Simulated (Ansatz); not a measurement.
# LaTi2Ni: relaxing a made-up structure

This structure for LaTi2Ni is made up. Its elements were placed in a known structure type with a cell scaled to their sizes. What cell does the guess relax to, and how far off was it?

Main program and level: Ansatz 0.2.0; DFT, PBE, plane-wave PAW, files of the set soft_1, scalar-relativistic, ferromagnetic start, cell and ions relaxed at zero pressure; PAW set soft_1, in the first sound run; inputs show where later runs differ.

## (1) Starting point

It takes space group Cmmm (No. 65, orthorhombic). Conventional cell: a = 4.186 Å, b = 17.622 Å, c = 4.194 Å, α = 90.00°, β = 90.00°, γ = 90.00°. La has 4 Ni at 3.17 Å and 10 Ti at 3.19 to 3.41 Å nearest. Ni has 5 Ti at 2.31 to 2.49 Å and 1 Ni at 2.69 Å and 4 La at 3.17 Å nearest. Nearest to Ti lie 1 Ni at 2.31 Å and 2 Ti at 2.57 Å and 6 La at 3.19 to 3.41 Å. Nearest to Ti lie 4 Ni at 2.49 Å and 4 Ti at 2.96 Å and 4 La at 3.24 Å. Ti has 4 Ni at 2.49 Å and 4 Ti at 2.96 Å and 4 La at 3.23 Å nearest. Farther neighbours are not listed.

## (2) Relaxation of the guess

The guess takes its coordinates from another compound and its volume from a rule, so the cell and any free coordinates are relaxed together.

input.yaml

```yaml
crystal:
  lattice:
    - [2.093, -8.811, 0.0]
    - [2.093, 8.811, 0.0]
    - [0.0, 0.0, 4.194]
  atoms:
    - { symbol: La, position: [0.8602, 0.1398, 0.0] }
    - { symbol: La, position: [0.1398, 0.8602, 0.0] }
    - { symbol: Ni, position: [0.5763, 0.4237, 0.5], spin: 1.0 }
    - { symbol: Ni, position: [0.4237, 0.5763, 0.5], spin: 1.0 }
    - { symbol: Ti, position: [0.7076, 0.2924, 0.5], spin: 1.0 }
    - { symbol: Ti, position: [0.2924, 0.7076, 0.5], spin: 1.0 }
    - { symbol: Ti, position: [0.0, 0.0, 0.5], spin: 1.0 }
    - { symbol: Ti, position: [0.5, 0.5, 0.0], spin: 1.0 }
magnetization:
  spin_polarized: true
kpoints:
  mp_grid: { grid: [7, 7, 6] }
scf:
  occupations: { method: fermi_dirac, width: 0.05 }
hamiltonian:
  xc: pbe
  pseudopotentials: { kind: paw, azcp: { folder: soft_1 } }
relax:
  f_tol: 0.015
  max_steps: 70
  cell: {}
output:
  forces: true
  stress: true
```

Command:

```sh
ansatz run input.yaml --threads 4 --pin off --max-ram 10240MiB --backend cpu --events-out ev --progress --plain --runs-dir out
```

Numbers of over 12 decimals in the logs are rounded to 6 here.

The program printed:

```text
basis.fft_grid_basis auto: the FFT boxes are laid along the combinations [[1, 1, 0], [0, 1, 0], [0, 0, 1]] of the cell's own vectors, 4.186, 9.056 and 4.194 Å long. The dense box has 30×64×30 points. Along the cell's own vectors, as sized, it would have 64×64×30, 2.13 times as many. Of the 8 symmetry operations that the crystal satisfies within crystal.symmetry.tolerance (time reversal apart; of a slab, those that ke [...]
Engine: ansatz 0.2.0, aarch64-unknown-linux-gnu
Pseudopotentials: kind: paw
Pseudopotential: La, paw, valence charge 11, recommended cutoff 420 eV (normal), soft_1/La.paw.azcp
Pseudopotential: Ni, paw, valence charge 18, recommended cutoff 420 eV (normal), soft_1/Ni.paw.azcp
Pseudopotential: Ti, paw, valence charge 12, recommended cutoff 420 eV (normal), soft_1/Ti.paw.azcp
Functional definition: PBE
  parameter kappa = 0.804
  parameter beta = 0.066725
  exchange = pbe_x(kappa = kappa, mu = beta*pi^2/3)
  correlation = pbe_c(beta = beta)
Crystal: 8 atoms, lattice volume = 154.687 Å³
Basis set: ecut = 420 eV, 2981 PW (Γ), FFT grids on a1+a2, a2, a3, exchange–correlation on 60×128×60 points (8 copies of the dense FFT grid, shifted against one another)
Bands: 68, of which v1, the nominal top of the filled ones, is band 53 counted from 1 (52 counted from 0)
Symmetry: 8 space group operations
Space group: Cmmm (ITA 65), of the structure as read, at distance tolerance 5.4e-5 Å
Magnetic group: BNS 65.481 (UNI 579), of the structure as read, at distance tolerance 5.4e-5 Å
k-points: 64 of 294
Non-local potential: La, projectors of the file, l = 0: 3, l = 1: 2, l = 2: 2, l = 3: 3
Non-local potential: Ni, projectors of the file, l = 0: 3, l = 1: 2, l = 2: 3, l = 3: 1
Non-local potential: Ti, projectors of the file, l = 0: 3, l = 1: 2, l = 2: 3, l = 3: 1
PAW form: soft (Blöchl's): semilocal exchange-correlation on the pseudo side does not see the compensation charge
PAW one-centre angular grid: La, 590 points (default); XC on 64 Gauss nodes
PAW one-centre angular grid: Ni, 590 points (default); XC on 64 Gauss nodes
PAW one-centre angular grid: Ti, 590 points (default); XC on 64 Gauss nodes
Initial density: superposition of atomic densities (chi_scale 0.1, normalization cell, long waves kept (reshape's long-wave potential 0.26 eV rms))
Starting moments: Σ|m| = 6 μB on 6 of 8 sites
Initial wavefunctions: pseudopotential atomic-orbital guess
Functional: x = pbe(κ = 0.804, μ = 0.219515), c = pbe(β = 0.066725)
SCF iter   1: F=—  HF=-34183.926632 eV  |F-HF|=—  |Δ(HF+E_count)|=         —  Δρ=1.25e-1 (↑1.25e-1 ↓7.80e-2)  dr2=8.73e1  dr2_m=1.36e0  M=3.141 μB ∫|m|=3.266 μB  β_m=0.30  ethr=3.10e-3  ⟨swp⟩=7.5  Hψ=40164  notcnv=0
Mixer restart at iter 1: flushing history
preconditioner: auto → Kerker (q_TF=auto, 2.562 Å⁻¹)  [metal: Δε(μ)=0.000 eV  Ē_g=6.625 eV  σ=0.050 eV  W_gap=0.00  n_scr=44 (ndim 8)  ℏωp=21.9 eV  f_vac=0.000  D(μ)=8.83/eV (n_scr^D=74)]
spin=Collinear: Kerker preconditioning applied to the charge; magnetization (m = ρ↑ − ρ↓) channel mixes plain (no charge-response kernel on spin).
SCF iter   2: F=—  HF=-34174.584796 eV  |F-HF|=—  |Δ(HF+E_count)|=    9.34e0  Δρ=4.73e-2 (↑3.55e-2 ↓4.73e-2)  dr2=1.75e1  dr2_m=9.81e-1  M=2.809 μB ∫|m|=2.923 μB  β_m=0.29  ethr=3.10e-3  ⟨swp⟩=6.5  Hψ=25688  notcnv=0  defer=361
SCF iter   3: F=—  HF=-34175.500959 eV  |F-HF|=—  |Δ(HF+E_count)|=   9.16e-1  Δρ=2.98e-2 (↑2.98e-2 ↓2.46e-2)  dr2=9.56e0  dr2_m=7.86e-1  M=2.492 μB ∫|m|=2.605 μB  β_m=0.46  ethr=3.10e-3  ⟨swp⟩=6.3  Hψ=22738  notcnv=0  defer=370
SCF iter   4: F=—  HF=-34177.217653 eV  |F-HF|=—  |Δ(HF+E_count)|=    1.72e0  Δρ=2.81e-2 (↑7.72e-3 ↓2.81e-2)  dr2=1.23e0  dr2_m=2.72e-1  M=1.634 μB ∫|m|=1.734 μB  β_m=0.71  ethr=3.10e-3  ⟨swp⟩=7.6  Hψ=22832  notcnv=0  defer=381
SCF iter   5: F=—  HF=-34178.066500 eV  |F-HF|=—  |Δ(HF+E_count)|=   8.49e-1  Δρ=1.15e-2 (↑3.76e-3 ↓1.15e-2)  dr2=6.55e-1  dr2_m=3.25e-2  M=1.059 μB ∫|m|=1.172 μB  β_m=0.74  ethr=1.16e-3  ⟨swp⟩=7.0  Hψ=20182  notcnv=0  defer=297
SCF iter   6: F=—  HF=-34178.037340 eV  |F-HF|=—  |Δ(HF+E_count)|=   2.92e-2  Δρ=4.96e-3 (↑4.96e-3 ↓2.43e-3)  dr2=2.09e-2  dr2_m=1.44e-2  M=0.862 μB ∫|m|=0.972 μB  β_m=0.87  ethr=6.18e-4  ⟨swp⟩=6.4  Hψ=17187  notcnv=0  defer=285
SCF iter   7: F=—  HF=-34178.069454 eV  |F-HF|=—  |Δ(HF+E_count)|=         —  Δρ=4.77e-3 (↑3.64e-3 ↓4.77e-3)  dr2=7.21e-2  dr2_m=1.30e-2  M=0.322 μB ∫|m|=0.461 μB  β_m=0.87  ethr=1.97e-5  ⟨swp⟩=4.7  Hψ=17088  notcnv=0  defer=274
Mixer restart at iter 7: flushing history
SCF iter   8: F=—  HF=-34178.091851 eV  |F-HF|=—  |Δ(HF+E_count)|=   2.24e-2  Δρ=6.64e-3 (↑6.64e-3 ↓6.56e-3)  dr2=1.42e-1  dr2_m=4.29e-3  M=0.202 μB ∫|m|=0.321 μB  β_m=0.54  ethr=1.97e-5  ⟨swp⟩=5.7  Hψ=22289  notcnv=0  defer=267
SCF iter   9: F=—  HF=-34178.076444 eV  |F-HF|=—  |Δ(HF+E_count)|=   1.54e-2  Δρ=1.93e-3 (↑1.93e-3 ↓1.81e-3)  dr2=6.84e-3  dr2_m=3.99e-3  M=0.191 μB ∫|m|=0.299 μB  β_m=0.62  ethr=1.97e-5  ⟨swp⟩=4.2  Hψ=20618  notcnv=0  defer=259
SCF iter  10: F=—  HF=-34178.078167 eV  |F-HF|=—  |Δ(HF+E_count)|=   1.72e-3  Δρ=1.27e-3 (↑1.24e-3 ↓1.27e-3)  dr2=3.44e-3  dr2_m=1.07e-3  M=0.102 μB ∫|m|=0.180 μB  β_m=0.68  ethr=6.45e-6  ⟨swp⟩=2.3  Hψ=14252  notcnv=0  defer=259
SCF iter  11: F=—  HF=-34178.078883 eV  |F-HF|=—  |Δ(HF+E_count)|=   7.15e-4  Δρ=9.90e-4 (↑9.90e-4 ↓8.57e-4)  dr2=3.54e-3  dr2_m=3.06e-4  M=0.052 μB ∫|m|=0.105 μB  β_m=0.77  ethr=3.24e-6  ⟨swp⟩=2.0  Hψ=11304  notcnv=0  defer=257
SCF iter  12: F=—  HF=-34178.078904 eV  |F-HF|=—  |Δ(HF+E_count)|=   2.13e-5  Δρ=3.00e-4 (↑8.70e-5 ↓3.00e-4)  dr2=2.23e-4  dr2_m=3.73e-5  M=0.015 μB ∫|m|=0.037 μB  β_m=0.82  ethr=3.24e-6  ⟨swp⟩=2.1  Hψ=11507  notcnv=0  defer=257
SCF iter  13: F=—  HF=-34178.079028 eV  |F-HF|=—  |Δ(HF+E_count)|=   1.24e-4  Δρ=1.90e-4 (↑1.21e-4 ↓1.90e-4)  dr2=1.28e-4  dr2_m=6.72e-6  M=0.004 μB ∫|m|=0.017 μB  β_m=0.91  ethr=2.10e-7  ⟨swp⟩=2.1  Hψ=14755  notcnv=0  defer=256
SCF iter  14: F=—  HF=-34178.079045 eV  |F-HF|=—  |Δ(HF+E_count)|=   1.78e-5  Δρ=4.89e-5 (↑4.89e-5 ↓2.11e-5)  dr2=9.07e-6  dr2_m=1.18e-6  M=0.001 μB ∫|m|=0.007 μB  β_m=0.95  ethr=1.21e-7  ⟨swp⟩=2.0  Hψ=11935  notcnv=0  defer=256
SCF iter  15: F=—  HF=-34178.079076 eV  |F-HF|=—  |Δ(HF+E_count)|=   3.02e-5  Δρ=1.34e-5 (↑1.07e-5 ↓1.34e-5)  dr2=7.80e-7  dr2_m=1.04e-7  M=-0.000 μB ∫|m|=0.002 μB  β_m=0.92  ethr=8.56e-9  ⟨swp⟩=2.1  Hψ=14661  notcnv=0  defer=256
SCF iter  16: F=—  HF=-34178.079076 eV  |F-HF|=—  |Δ(HF+E_count)|=   2.69e-7  Δρ=9.34e-6 (↑7.10e-6 ↓9.34e-6)  dr2=3.69e-7  dr2_m=1.65e-8  M=-0.000 μB ∫|m|=0.001 μB  β_m=0.96  ethr=7.36e-10  ⟨swp⟩=2.2  Hψ=14583  notcnv=0  defer=256
[...]
spin=Collinear: Kerker preconditioning applied to the charge; magnetization (m = ρ↑ − ρ↓) channel mixes plain (no charge-response kernel on spin).
SCF iter   2: F=—  HF=-34178.576854 eV  |F-HF|=—  |Δ(HF+E_count)|=   2.69e-3  Δρ=1.25e-4 (↑1.25e-4 ↓1.25e-4)  dr2=2.83e-6  dr2_m=2.00e-11  M=0.000 μB ∫|m|=0.000 μB  β_m=0.58  ethr=2.68e-8  ⟨swp⟩=2.0  Hψ=12856  notcnv=0
SCF iter   3: F=—  HF=-34178.577223 eV  |F-HF|=—  |Δ(HF+E_count)|=   3.69e-4  Δρ=3.99e-5 (↑3.99e-5 ↓3.98e-5)  dr2=2.56e-6  dr2_m=1.48e-11  M=0.000 μB ∫|m|=0.000 μB  β_m=0.48  ethr=2.67e-9  ⟨swp⟩=2.0  Hψ=15586  notcnv=0
SCF iter   4: F=—  HF=-34178.577244 eV  |F-HF|=—  |Δ(HF+E_count)|=   2.05e-5  Δρ=1.06e-5 (↑1.06e-5 ↓1.06e-5)  dr2=3.99e-7  dr2_m=1.38e-11  M=0.000 μB ∫|m|=0.000 μB  β_m=0.74  ethr=2.41e-9  ⟨swp⟩=2.0  Hψ=15374  notcnv=0
SCF iter   5: F=—  HF=-34178.577248 eV  |F-HF|=—  |Δ(HF+E_count)|=   3.50e-6  Δρ=6.51e-6 (↑6.51e-6 ↓6.48e-6)  dr2=2.91e-7  dr2_m=1.21e-11  M=0.000 μB ∫|m|=0.000 μB  β_m=0.87  ethr=3.76e-10  ⟨swp⟩=2.0  Hψ=11674  notcnv=0
SCF iter   6: F=—  HF=-34178.577248 eV  |F-HF|=—  |Δ(HF+E_count)|=   6.53e-7  Δρ=2.91e-6 (↑2.83e-6 ↓2.91e-6)  dr2=7.86e-8  dr2_m=9.75e-12  M=0.000 μB ∫|m|=0.000 μB  β_m=0.84  ethr=2.74e-10  ⟨swp⟩=3.0  Hψ=18034  notcnv=0
SCF iter   7: F=—  HF=-34178.577248 eV  |F-HF|=—  |Δ(HF+E_count)|=   1.52e-7  Δρ=7.28e-7 (↑7.28e-7 ↓7.04e-7)  dr2=6.52e-9  dr2_m=8.92e-12  M=0.000 μB ∫|m|=0.000 μB  β_m=0.88  ethr=7.41e-11  ⟨swp⟩=2.9  Hψ=14977  notcnv=0
SCF iter   8: F=—  HF=-34178.577247 eV  |F-HF|=—  |Δ(HF+E_count)|=   1.20e-6  Δρ=7.31e-7 (↑7.31e-7 ↓7.29e-7)  dr2=4.07e-9  dr2_m=5.41e-12  M=0.000 μB ∫|m|=0.000 μB  β_m=0.91  ethr=6.15e-12  ⟨swp⟩=2.0  Hψ=15803  notcnv=0
SCF iter   9: F=—  HF=-34178.577247 eV  |F-HF|=—  |Δ(HF+E_count)|=  8.44e-10  Δρ=3.16e-7 (↑3.16e-7 ↓3.16e-7)  dr2=6.95e-10  dr2_m=7.66e-12  M=0.000 μB ∫|m|=0.000 μB  β_m=0.96  ethr=3.84e-12  ⟨swp⟩=2.0  Hψ=11295  notcnv=0
SCF iter  10: F=—  HF=-34178.577247 eV  |F-HF|=—  |Δ(HF+E_count)|=  1.53e-10  Δρ=1.68e-7 (↑1.17e-7 ↓1.68e-7)  dr2=3.03e-10  dr2_m=7.19e-12  M=0.000 μB ∫|m|=0.000 μB  β_m=0.98  ethr=1.00e-12  ⟨swp⟩=2.0  Hψ=14115  notcnv=0
SCF iter  11: F=—  HF=-34178.577247 eV  |F-HF|=—  |Δ(HF+E_count)|=  1.53e-10  Δρ=9.35e-8 (↑6.42e-8 ↓9.35e-8)  dr2=1.19e-10  dr2_m=6.16e-12  M=0.000 μB ∫|m|=0.000 μB  β_m=0.99  ethr=1.00e-12  ⟨swp⟩=2.0  Hψ=10802  notcnv=0
SCF iter  12: F=—  HF=-34178.577247 eV  |F-HF|=—  |Δ(HF+E_count)|=    0.00e0  Δρ=1.24e-7 (↑1.24e-7 ↓1.02e-7)  dr2=4.03e-11  dr2_m=5.87e-12  M=0.000 μB ∫|m|=0.000 μB  β_m=0.99  ethr=1.00e-12  ⟨swp⟩=2.0  Hψ=10143  notcnv=0
SCF iter  13: F=—  HF=-34178.577247 eV  |F-HF|=—  |Δ(HF+E_count)|=  1.46e-11  Δρ=7.28e-8 (↑7.28e-8 ↓4.29e-8)  dr2=9.48e-11  dr2_m=2.64e-12  M=0.000 μB ∫|m|=0.000 μB  β_m=1.00  ethr=1.00e-12  ⟨swp⟩=1.5  Hψ=8869  notcnv=0
SCF iter  14: F=—  HF=-34178.577247 eV  |F-HF|=—  |Δ(HF+E_count)|=  1.46e-11  Δρ=1.10e-7 (↑1.10e-7 ↓1.02e-7)  dr2=4.53e-11  dr2_m=3.07e-12  M=0.000 μB ∫|m|=0.000 μB  β_m=0.80  ethr=1.00e-12  ⟨swp⟩=1.0  Hψ=8706  notcnv=0
SCF iter  15: F=—  HF=-34178.577247 eV  |F-HF|=—  |Δ(HF+E_count)|=    0.00e0  Δρ=4.28e-8 (↑4.28e-8 ↓2.83e-8)  dr2=1.69e-11  dr2_m=8.02e-13  M=0.000 μB ∫|m|=0.000 μB  β_m=0.83  ethr=1.00e-12  ⟨swp⟩=1.9  Hψ=9134  notcnv=0
SCF iter  16: F=—  HF=-34178.577247 eV  |F-HF|=—  |Δ(HF+E_count)|=  7.28e-12  Δρ=2.58e-8 (↑2.04e-8 ↓2.58e-8)  dr2=5.89e-12  dr2_m=1.23e-13  M=0.000 μB ∫|m|=0.000 μB  β_m=0.92  ethr=1.00e-12  ⟨swp⟩=1.5  Hψ=9045  notcnv=0
SCF iter  17: F=-34178.577247 eV  HF=-34178.577247 eV  |F-HF|=5.09e-11  |Δ(HF+E_count)|=  2.18e-11  Δρ=5.98e-8 (↑5.91e-8 ↓5.98e-8)  dr2=2.89e-11  dr2_m=1.10e-14  M=0.000 μB ∫|m|=0.000 μB  ethr=1.00e-12  ⟨swp⟩=2.5  Hψ=25209  notcnv=0
the starting moments were not kept: the SCF closed with an absolute magnetisation of 4.2e-6 μB, where they sum to 6 μB in size (6 sites). That is at most 0.1 of that sum. Measured as dr2_m measures the in/out step, that magnetisation stands 2.3e-12 eV from none, at or under the dr2_threshold of 8.0e-11 eV: it is no larger than a step whose dr2_m would equal this threshold.
SCF 7 converged in 17 iterations: F = -34178.577247 eV  dr2 = 2.89e-11
relax step   7: F+E_penalty+E_count = -34178.57724714 eV  Δ(F+E_penalty+E_count) = -3.272e-3 eV  max|allowed force component| = 4.265e-3 eV/Å  Δτ_max = 0.0000 Å  P = +0.031 GPa  Ω = 168.545 Å³  stress off target by 3.51e-2 GPa  SCF on the basis re-selected at this cell (its energy is not comparable with the rows above)  (17 SCF iters)
basis re-selected at this cell: Δ(F+E_penalty+E_count) = -3.272e-3 eV, ΔP = +0.012 GPa vs the last step (what re-selecting the basis moved, of the pressure what is left beyond the Pulay correction that the steps carried, after the strain that the cell walked since its last selection, with what the two solves' SCF thresholds leave and, on support functions, any second-order correction that the steps lacked; it is no m [...]
SCF converged after 17 iterations
Magnetization: 0.0000 μB (53.0000 up, 53.0000 down)
Absolute magnetization: 0.0000 μB (∫|ρ↑−ρ↓|, with the PAW one-centre terms)
Spin contamination: 0.0000 ħ² per cell (⟨S²⟩ above its minimum at these occupations)
Per-site moments (μB) at R_I (Å): [(4.0951091706966434e-8, 1.329895), (4.095109178897977e-8, 1.329895), (-4.04452880254178e-8, 0.990902), (-4.044528804942235e-8, 0.990902), (1.157235331897715e-6, 0.990902), (1.1572353318450505e-6, 0.990902), (4.315531498150575e-8, 1.054078), (-5.495544003898784e-8, 1.024028)]
Free energy (F): -34178.577247 eV
Harris-Foulkes:  -34178.577247 eV  (|F-HF|=5.09e-11)
Internal energy: -34178.488411 eV  (E = F + TS)
E sigma→0 (E₀):  -34178.532829 eV
Entropy (-TS):   -0.088836 eV (-11.105 meV/atom)
Fermi energy:    12.349182 eV
--- Per-component energies (eV) ---
  E_band       = -1517.664678
  E_kinetic    = 2178.764846
  E_local      = -14687.681735  (includes V_loc(G=0)·N_el)
  E_nonlocal   = 179.990845
  E_hartree    = 7006.337576
  E_xc         = -975.489334
  E_vxc        = -1162.201374  (∫ρ·V_xc dr)
  E_paw        = -18314.107470  (= ΣΔE_a)
  E_vpaw       = -2039.214620  (= ΣTr[D̂ρ^β])
  E_aug_tail   = 0.001501  (compensation charges beyond the density's cutoff)
  E_ewald      = -9566.304640
  E_smearing   = -0.088836  (= −TS)
  E_closure    = 0.000000  (closes the sum)
  Σ components = -34178.577247   (vs F -34178.577247, Δ=0.00e0)
--- Forces (eV/Å), atoms counted from 1 ---
  atom   1  La     0.00000000    -0.00239479     0.00000000
  atom   2  La     0.00000000     0.00239479     0.00000000
  atom   3  Ni     0.00000000     0.00394965     0.00000000
  atom   4  Ni     0.00000000    -0.00394965     0.00000000
  atom   5  Ti    -0.00000000    -0.00426478     0.00000000
  atom   6  Ti    -0.00000000     0.00426478     0.00000000
  atom   7  Ti    -0.00000000     0.00000000     0.00000000
  atom   8  Ti     0.00000000     0.00000000     0.00000000
  max |Σ_I F_I| component: 8.67e-19 eV/Å
--- Stress (GPa, compression-positive) ---
        0.026042       0.000000       0.000000
        0.000000       0.035122       0.000000
        0.000000       0.000000       0.032823
  P = ⅓ Tr σ = 0.0313 GPa (0.313 kbar)
--- Relaxed structure (6 steps of the walk, 6 accepted, 1 SCFs on fresh bases) ---
  F+E_penalty+E_count = -34178.57724714 eV   max|allowed force component| = 4.265e-3 eV/Å   (the final SCF, on the basis selected at the relaxed cell)
  cell:  # Å, volume = 168.5446 Å³
    - [2.194190, -9.105926, 0]
    - [2.194190, 9.105926, 0]
    - [0, 0, 4.217806]
  atoms:
    - { symbol: La, position: [0.854608, 0.145392, 0] }
    - { symbol: La, position: [0.145392, 0.854608, 0] }
    - { symbol: Ni, position: [0.571914, 0.428086, 0.5] }
    - { symbol: Ni, position: [0.428086, 0.571914, 0.5] }
    - { symbol: Ti, position: [0.703817, 0.296183, 0.5] }
    - { symbol: Ti, position: [0.296183, 0.703817, 0.5] }
    - { symbol: Ti, position: [-2.1841548702324015e-19, 2.184154870232404e-19, 0.5] }
    - { symbol: Ti, position: [0.5, 0.5, 0] }
```

It took 4.7 min on 4 threads of Arm Neoverse V2, shared host; peak memory 1.3 GiB.

Step by step:

| step | energy less that of the first step (eV) | largest force component (eV/Å) | pressure (GPa) | volume (Å³) |
| --- | --- | --- | --- | --- |
| 1 | 0.0000 | 0.7557 | 8.15 | 154.69 |
| 2 | -0.4215 | 0.4855 | -0.71 | 170.10 |
| 3 | -0.4873 | 0.1458 | -0.43 | 169.71 |
| 4 | -0.4926 | 0.0775 | -0.01 | 168.75 |
| 5 | -0.4945 | 0.0374 | -0.12 | 168.79 |
| 6 | -0.4949 | 0.0044 | 0.02 | 168.54 |
| 7* | -0.4982 | 0.0043 | 0.03 | 168.54 |

Relaxation steps marked * repeat the geometry before them on a plane-wave basis chosen anew for their cell, so energy and pressure can jump there.

The run keeps the 8 symmetry operations that it works with, so distortions that break them were not tested.

| conventional cell, symmetrised | before | after | change |
| --- | --- | --- | --- |
| a (Å) | 4.186 | 4.388 | +4.8 % |
| b (Å) | 17.622 | 18.212 | +3.3 % |
| c (Å) | 4.194 | 4.218 | +0.6 % |
| volume (Å³/atom) | 19.34 | 21.07 | +9.0 % |

The atoms that moved most (Å, as changes of fractional coordinates times the final cell):

| atom | dx | dy | dz | length |
| --- | --- | --- | --- | --- |
| La2 | 0.000 | -0.102 | 0.000 | 0.102 |
| La1 | 0.000 | 0.102 | 0.000 | 0.102 |
| Ni3 | 0.000 | 0.080 | 0.000 | 0.080 |
| Ni4 | 0.000 | -0.080 | 0.000 | 0.080 |
| Ti5 | 0.000 | 0.069 | 0.000 | 0.069 |
| Ti6 | 0.000 | -0.069 | 0.000 | 0.069 |

This step gave:

| Quantity | Value |
| --- | --- |
| free energy | -34178.5772 eV |
| energy at zero smearing | -34178.5328 eV |
| smearing term TS | 0.08884 eV |
| Fermi energy | 12.35 eV |
| electrons | 106 |
| symmetry operations | 8 |
| pressure | 0.03133 GPa |

Shortest distances by pair of elements, guess and relaxed (not always the same contact):

| pair | guess (Å) | relaxed (Å) |
| --- | --- | --- |
| Ni–Ti | 2.314 | 2.402 |
| Ni–Ni | 2.689 | 2.619 |
| Ti–Ti | 2.572 | 2.765 |
| La–Ti | 3.195 | 3.224 |
| La–Ni | 3.167 | 3.325 |

The relaxation ends with a largest force component of 0.0043 eV/Å and a pressure of 0.03 GPa. The starting moments have collapsed: the run ends non-magnetic.

(Part 1 of 2 ends here.)

[Logs are printed without paths, hosts, clocks, repeated set-up lines and the standing remarks that a program may print on its own settings, such as how far it seeks lower states.]

[Hosts, paths, dates, database ids (printed as entryN), source tags and the programs' standing remarks are cut or masked in the printed files.]
